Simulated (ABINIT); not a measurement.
Planning a run of ABINIT 10.8.3 on BiOCl (P4/nmm). The input:

```
acell 3*1.0 Angstrom
rprim 
  3.885510000000 0.000000000000 0.000000000000
  0.000000000000 3.885510000000 0.000000000000
  0.000000000000 0.000000000000 7.348900000000
ntypat 3
znucl 83 17 8
natom 6
typat 1 1 2 2 3 3
xred 
  0.500000000000 0.000000000000 0.329040000000
  0.000000000000 0.500000000000 0.670960000000
  0.000000000000 0.500000000000 0.147200000000
  0.500000000000 0.000000000000 0.852800000000
  0.000000000000 0.000000000000 0.500000000000
  0.500000000000 0.500000000000 0.500000000000
pp_dirpath "pseudos"
pseudos "Bi.upf, Cl.upf, O.upf"
ecut 42
ngkpt 4 4 2
nshiftk 1
shiftk 0 0 0
kptopt 1
chksymbreak 0
istwfk *1
occopt 1
irdwfk 1
optdriver 4
nband 109
gwcalctyp 10
ecutsigx 42
symsigma 1
nkptgw 12
kptgw 
  0.0000000000 0.0000000000 0.0000000000
  0.2500000000 0.0000000000 0.0000000000
  0.5000000000 0.0000000000 0.0000000000
  0.2500000000 0.2500000000 0.0000000000
  0.5000000000 0.2500000000 0.0000000000
  0.5000000000 0.5000000000 0.0000000000
  0.0000000000 0.0000000000 0.5000000000
  0.2500000000 0.0000000000 0.5000000000
  0.5000000000 0.0000000000 0.5000000000
  0.2500000000 0.2500000000 0.5000000000
  0.5000000000 0.2500000000 0.5000000000
  0.5000000000 0.5000000000 0.5000000000
bdgw 
  23 44
  23 44
  23 44
  23 44
  23 44
  23 44
  23 44
  23 44
  23 44
  23 44
  23 44
  23 44
ecuteps 3.9
irdscr 1
ppmodel 1
irdqps 1
indata_prefix "in"
outdata_prefix "out"
tmpdata_prefix "tmp"
```

```sh
OMP_NUM_THREADS=1 mpirun -n 4 abinit run.abi > log
```

Q: Estimate wall time and host memory on 4 MPI ranks of Arm Neoverse V1, shared host.

It took 12 min; on shared hardware allow 6.1 min to 24 min. Peak host memory was 5.6 GiB.

[Paths, hosts, dates, memory and timing lines, banners, echoed tables and standing remarks are left out of the program output.]

[Logs are printed without paths, hosts, clocks, repeated set-up lines and the standing remarks that a program may print on its own settings, such as how far it seeks lower states.]

[Runs of the session that timed out or met a known fault of the program may be left out.]

[Hosts, paths, dates, database ids (printed as entryN), source tags and the programs' standing remarks are cut or masked in the printed files.]

[G0W0 gaps are taken among the corrected bands and points alone; a level outside them can change the order at an edge.]

[Where Ansatz stands beside ABINIT at settings called matched, ABINIT's density can come from a denser mesh and the files from another edition; pairs whose starting gaps differed by over 0.03 eV were left out, so agreement reads better than it is.]
